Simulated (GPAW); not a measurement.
# Mo L₃-edge XANES of Si2Mo (I4/mmm)

Aim: the dependence of the Mo L₃ near-edge features of Si2Mo (I4/mmm) on volume.

Program: GPAW 26.7.0. Level of theory: X-ray absorption from dipole matrix elements to empty bands, plane-wave PAW LDA. Results are calculated unless marked as measured.

The database entry behind the starting cell is an old determination (1927), so it need not match the best structure at ambient conditions.

**1. The structure**

Symmetry: I4/mmm, No. 139, tetragonal system. Conventional cell: a = 3.200 Å, b = 3.200 Å, c = 7.861 Å, α = 90.00°, β = 90.00°, γ = 90.00°. Mo has 10 Si at 2.62 Å nearest. Nearest to Si lie 5 Si at 2.61 to 2.63 Å and 5 Mo at 2.62 Å. Farther neighbours are not listed.

**2. The field without a hole**

A plain self-consistent run shows whether there is a gap, which decides the set-up of the core-hole run.

File scf.py:

```python
import numpy as np
from ase import Atoms
from ase.parallel import parprint, paropen
from gpaw import GPAW, PW, FermiDirac, Mixer, MixerDif, setup_paths
from gpaw.test import gen
setup_paths.insert(0, '.')
gen('Mo', name='nch2p', xcname='LDA', corehole=(2, 1, 0), write_xml=True)
from gpaw.mpi import world
world.barrier()

atoms = Atoms('MoSi2',
    cell=[[-1.6, 1.6, 3.9305],
     [1.6, -1.6, 3.9305],
     [1.6, 1.6, -3.9305]],
    scaled_positions=[[0, 0, 0],
     [0.667, 0.667, 0],
     [0.333, 0.333, 0]],
    pbc=True)
atoms.calc = calc = GPAW(legacy_gpaw=True, mode=PW(430, force_complex_dtype=True), xc='LDA', setups={0: 'nch2p'},
    kpts={'size': (11, 11, 11), 'gamma': True}, occupations=FermiDirac(0.05),
    charge=0, mixer=Mixer(0.1, 5, 50), maxiter=150,
    convergence={'density': 0.0001, 'eigenstates': 1e-6}, txt='scf.txt')
energy = atoms.get_potential_energy() + calc.get_reference_energy()
ef = calc.get_fermi_level()
out = dict(energy=energy, fermi=ef, forces=atoms.get_forces().tolist())
parprint(f'all-electron energy {energy:.4f} eV, Fermi level {ef:.4f} eV')
ev = np.array([[calc.get_eigenvalues(k, s) for k in range(len(calc.get_ibz_k_points()))] for s in range(calc.get_number_of_spins())])
out['homo'], out['lumo'], out['counts'] = ev[ev < ef].max(), ev[ev > ef].min(), sorted(set((ev < ef).sum((0, 2)).tolist()))
out['filled'] = (ev[:, 0] < ef).sum(1).tolist()
import json
with paropen('out.json', 'w') as f:
    json.dump(out, f)
```

Launch:

```console
OMP_NUM_THREADS=1 mpirun -n 4 gpaw python scf.py
```

Numbers of over 12 decimals in the logs are rounded to 6 here.

What it wrote:

```text
Input parameters:
  convergence: {density: 0.0001,
                eigenstates: 1e-06}
  kpts: {gamma: True,
         size: (11, 11, 11)}
  maxiter: 150
  mixer: {backend: pulay,
          beta: 0.1,
          method: separate,
          nmaxold: 5,
          weight: 50}
  mode: {ecut: 430.0,
         force_complex_dtype: True,
         name: pw}
  occupations: {fixmagmom: False,
                name: fermi-dirac,
                width: 0.05}
  setups: {0: nch2p}

Initialize ...

[... PAW data sets ...]

Reference energy: -125737.239404  # eV

Spin-paired calculation

[... convergence settings ...]
Symmetries present (total): 16
  [... symmetry matrices ...]

1331 k-points: 11 x 11 x 11 Monkhorst-Pack grid
126 k-points in the irreducible part of the Brillouin zone
       k-points in crystal coordinates                weights
   0:     0.00000000    0.00000000    0.00000000          1/1331
   1:     0.09090909   -0.09090909    0.00000000          4/1331
   2:     0.09090909   -0.09090909    0.09090909          4/1331
   3:     0.09090909    0.00000000    0.00000000          8/1331
   4:     0.09090909    0.09090909   -0.09090909          2/1331
   5:     0.18181818   -0.18181818    0.00000000          4/1331
   6:     0.18181818   -0.18181818    0.09090909          8/1331
   7:     0.18181818   -0.18181818    0.18181818          4/1331
   8:     0.18181818   -0.09090909    0.00000000         16/1331
   9:     0.18181818   -0.09090909    0.09090909          8/1331
          ...
 125:     0.45454545    0.45454545    0.45454545          8/1331

Wave functions: Plane wave expansion
  Cutoff energy: 430.000 eV
  Number of coefficients (min, max): 804, 849
  Pulay-stress correction: 0.000000 eV/Ang^3 (de/decut=0.000000)
  Using FFTW library
  Wavefunction extrapolation:
    Improved wavefunction reuse through dual PAW basis

Occupation numbers: Fermi-Dirac:
  width: 0.0500  # eV

Eigensolver
   Davidson(niter=2)

Densities:
  Coarse grid: 24*24*24 grid
  Fine grid: 48*48*48 grid
  Total Charge: 0.000000

Density mixing:
  Method: separate
  Backend: pulay
  Linear mixing parameter: 0.1
  old densities: 5
  Width of damping distribution: 1.1
  Damping of long wavelength oscillations: 50

[... Hamiltonian set-up ...]
Number of atoms: 3
Number of atomic orbitals: 21
Number of bands in calculation: 18
Number of valence electrons: 22
Bands to converge: occupied

... initialized

Initializing position-dependent things.

Density initialized from atomic densities
Creating initial wave functions:
  18 bands from LCAO basis set

       Si

       Si

       Mo

Atomic positions and initial magnetic moments

Positions:
   0 Mo     0.000000    0.000000    0.000000    ( 0.0000,  0.0000,  0.0000)
   1 Si    -0.000000    0.000000    5.243287    ( 0.0000,  0.0000,  0.0000)
   2 Si     0.000000   -0.000000    2.617713    ( 0.0000,  0.0000,  0.0000)

Unit cell:
           periodic     x           y           z      points  spacing
  1. axis:    yes   -1.600000    1.600000    3.930500    24     0.1235
  2. axis:    yes    1.600000   -1.600000    3.930500    24     0.1235
  3. axis:    yes    1.600000    1.600000   -3.930500    24     0.0943

  Lengths:   4.535287   4.535287   4.535287
  Angles:  138.683989 138.683989  59.857036

Effective grid spacing dv^(1/3) = 0.1428

iter:   1   -27.101446
iter:   2   -26.620194   -0.96  -1.12
iter:   3   -26.186486   -1.36  -1.19
iter:   4   -26.279037   -2.03  -1.33
iter:   5   -26.120873   -1.59  -1.37
iter:   6   -26.104119   -3.04  -2.14
iter:   7   -26.103997   -3.52  -2.56
iter:   8   -26.104051c  -3.77  -2.64
iter:   9   -26.103402c  -4.38  -2.90
iter:  10   -26.103404c  -5.59  -3.68
iter:  11   -26.103400c  -6.91c -3.85
iter:  12   -26.103412c  -5.96  -3.96
iter:  13   -26.103400c  -6.18c -3.89
iter:  14   -26.103399c  -7.39c -4.96c

Converged after 14 iterations.

Dipole moment: (0.000000, -0.000000, 0.000000) |e|*Ang

Energy contributions relative to reference atoms: (reference = -125737.239404)

Kinetic:         +0.721275
Potential:       -1.305330
External:        +0.000000
XC:             -25.274697
Entropy (-ST):   -0.002920
Local:           -0.243188
SIC:             +0.000000
--------------------------
Free energy:    -26.104859
Extrapolated:   -26.103399

Showing only first 2 kpts
 Kpt  Band  Eigenvalues  Occupancy
  0     9      9.24688    2.00000
  0    10     12.29614    0.00031
  0    11     14.90857    0.00000
  0    12     15.50155    0.00000

  1     9     10.00377    2.00000
  1    10     11.42269    1.99967
  1    11     14.28709    0.00000
  1    12     15.23154    0.00000

Fermi level: 11.85816

No gap
No difference between direct/indirect transitions

Forces in eV/Ang:
  0 Mo    0.00000    0.00000    0.00000
  1 Si   -0.00000   -0.00000   -0.35952
  2 Si    0.00000    0.00000    0.35952
Scalar-relativistic atomic LDA calculation for Mo (Molybdenum, Z=42)
Core hole in 2p state (2p occupation: 6.0)
750 radial gridpoints.
|------------------------------------------------|
|------------------------------------------------|
[... the atom generator's iteration count ...]

Energy contributions:
-------------------------
Kinetic:    +4165.433536
XC:          -119.190488
Potential:  -8089.396636
-------------------------
Total:      -4043.153588

state      eigenvalue         ekin         rmax
-----------------------------------------------
1s^2.0 :  -726.903549   921.819729        0.023
2s^2.0 :  -102.713558   186.491318        0.130
2p^6.0 :   -91.946581   179.776363        0.104
3s^2.0 :   -17.462235    49.159395        0.384
3p^6.0 :   -13.925054    45.538697        0.377
3d^10.0:    -8.133190    40.156221        0.322
4s^2.0 :    -2.366080    11.169755        0.987
4p^6.0 :    -1.418343     8.974676        1.069
4d^5.0 :    -0.144545     3.941302        1.389
5s^1.0 :    -0.158732     1.146001        2.925
5p^0.0 :    -0.042684     0.511028        4.040
-----------------------------------------------
(units: Bohr and Hartree)

Generating PAW setup
Kinetic energy of the core from tauc = 4148.175022423138
Cutoffs:
rc(s)=2.340
rc(p)=2.450
rc(d)=2.450
rc(vbar)=2.340
rc(comp)=2.270
rc(nct)=2.450

Kinetic energy of the core states: 4068.393457
Charge: 0.0
Core electrons: 28.0
Valence electrons: 14.0
Pseudo-core charge: 0.000408
Shape function alpha=1.941
Pseudo-electron charge 7.312429
state    eigenvalue         norm
--------------------------------
4s(2) :    -2.366080     0.495578
5s(1) :    -0.158732     0.977403
4p(6) :    -1.418343     0.336432
5p(0) :    -0.042684     0.983393
4d(5) :    -0.144545     0.664974
*d    :     0.855455
--------------------------------

Diagonalizing with gridspacing h=0.050

state   all-electron     PAW
-------------------------------
4s:      -2.366080    -2.366752
4p:      -1.418343    -1.419647
4d:      -0.144545    -0.146057
*f:                    0.066505
-------------------------------
all-electron energy -125763.3428 eV, Fermi level 11.8582 eV
```

The job ended after 18 s (4 MPI ranks of Intel Xeon at 2.60GHz (Ice Lake), shared host; peak memory 0.19 GiB).

The mesh shows no gap, so the system is treated as a metal and the core electron is put at the Fermi level (neutral cell).

**3. Supercell without a hole, the energy reference**

The photon energy needs a difference of total energies, so the cell and mesh of the coming hole run are first run without a hole.

scf.py: that of step 2 with these lines changed.

```diff
@@ -10,12 +10,24 @@
 
-atoms = Atoms('MoSi2',
-    cell=[[-1.6, 1.6, 3.9305],
-     [1.6, -1.6, 3.9305],
-     [1.6, 1.6, -3.9305]],
+atoms = Atoms('Mo5Si10',
+    cell=[[1.6, 4.8, -3.9305],
+     [4.8, -1.6, -3.9305],
+     [-1.6, -4.8, -3.9305]],
     scaled_positions=[[0, 0, 0],
-     [0.667, 0.667, 0],
-     [0.333, 0.333, 0]],
+     [0.2, 0.4, 0.4],
+     [0.6, 0.2, 0.2],
+     [0.4, 0.8, 0.8],
+     [0.8, 0.6, 0.6],
+     [0.333, 0, 0.333],
+     [0.533, 0.4, 0.733],
+     [0.933, 0.2, 0.533],
+     [0.733, 0.8, 0.133],
+     [0.133, 0.6, 0.933],
+     [0.667, 0, 0.667],
+     [0.867, 0.4, 0.067],
+     [0.267, 0.2, 0.867],
+     [0.067, 0.8, 0.467],
+     [0.467, 0.6, 0.267]],
     pbc=True)
 atoms.calc = calc = GPAW(legacy_gpaw=True, mode=PW(430, force_complex_dtype=True), xc='LDA', setups={0: 'nch2p'},
-    kpts={'size': (11, 11, 11), 'gamma': True}, occupations=FermiDirac(0.05),
+    kpts={'size': (5, 5, 5), 'gamma': True}, occupations=FermiDirac(0.1),
     charge=0, mixer=Mixer(0.1, 5, 50), maxiter=150,
```

What it wrote:

```text
Input parameters:
  convergence: {density: 0.0001,
                eigenstates: 1e-06}
  kpts: {gamma: True,
         size: (5, 5, 5)}
  maxiter: 150
  mixer: {backend: pulay,
          beta: 0.1,
          method: separate,
          nmaxold: 5,
          weight: 50}
  mode: {ecut: 430.0,
         force_complex_dtype: True,
         name: pw}
  occupations: {fixmagmom: False,
                name: fermi-dirac,
[...]
5s(1) :    -0.158732     0.977403
4p(6) :    -1.418343     0.336432
5p(0) :    -0.042684     0.983393
4d(5) :    -0.144545     0.664974
*d    :     0.855455
--------------------------------

Diagonalizing with gridspacing h=0.050

state   all-electron     PAW
-------------------------------
4s:      -2.366080    -2.366752
4p:      -1.418343    -1.419647
4d:      -0.144545    -0.146057
*f:                    0.066505
-------------------------------
all-electron energy -628816.7135 eV, Fermi level 11.8844 eV
[key lines of the parts left out:]
Converged after 16 iterations.
Dipole moment: (0.000000, -0.000000, 0.000000) |e|*Ang
Free energy:   -130.545170
Fermi level: 11.88437
```

It took 39 s on 4 MPI ranks; peak memory 0.32 GiB.

Reference energy: -628816.713 eV with the cores included.

(Part 1 of 4 ends here.)

[Banner, clock and machine lines of the logs are left out without a mark of their own.]

[Logs are printed without paths, hosts, clocks, repeated set-up lines and the standing remarks that a program may print on its own settings, such as how far it seeks lower states.]

[Hosts, paths, dates, database ids (printed as entryN), source tags and the programs' standing remarks are cut or masked in the printed files.]

[Lists of maxima count a maximum above −3 eV only where it reaches 4 % of the highest in the window and stands out from its surroundings by 2 % of it (1.5 % where it reaches 55 %); shoulders and weaker maxima are passed over, and of the rest the first, up to two pre-edge ones and the few strongest are named.]
